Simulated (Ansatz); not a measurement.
Rows from a G0W0 calculation on InSe (P-6m2) (Ansatz 0.2.0; G0W0 on LDA, plane waves, PAW; 6×6×2 mesh, 496 empty bands, screening to 90 eV, hard PAW files), in eV. Spin-orbit coupling is left out.

```
row  k  band  start       Σx  Σc at the solution      Vxc
  A  Γ    c2  8.073  -10.822              -3.217  -14.719
  B  Γ    c1  7.218  -10.008              -2.891  -13.575
  C  Γ    v1  6.718  -16.269               1.090  -14.915
  D  Γ    v2  5.782  -17.982               1.713  -15.995
```

Q: Work out each quasiparticle level and how far it moved.

The quasiparticle equation reads E = start + Σx + Σc(E) − Vxc.

```
row  E (eV)  shift (eV)
  A   8.753      +0.680
  B   7.894      +0.676
  C   6.454      −0.264
  D   5.509      −0.274
```

The gap over the computed points goes from 0.50 eV to 1.44 eV.

Limits: not at the basis limit; no spin-orbit coupling.

[Paths, hosts, dates, memory and timing lines, banners, echoed tables and standing remarks are left out of the program output.]

[Logs are printed without paths, hosts, clocks, repeated set-up lines and the standing remarks that a program may print on its own settings, such as how far it seeks lower states.]

[Runs of the session that timed out or met a known fault of the program may be left out.]

[Cells called generated may have been cut or substituted from an entry of the Crystallography Open Database or the Materials Project.]

[Hosts, paths, dates, database ids (printed as entryN), source tags and the programs' standing remarks are cut or masked in the printed files.]
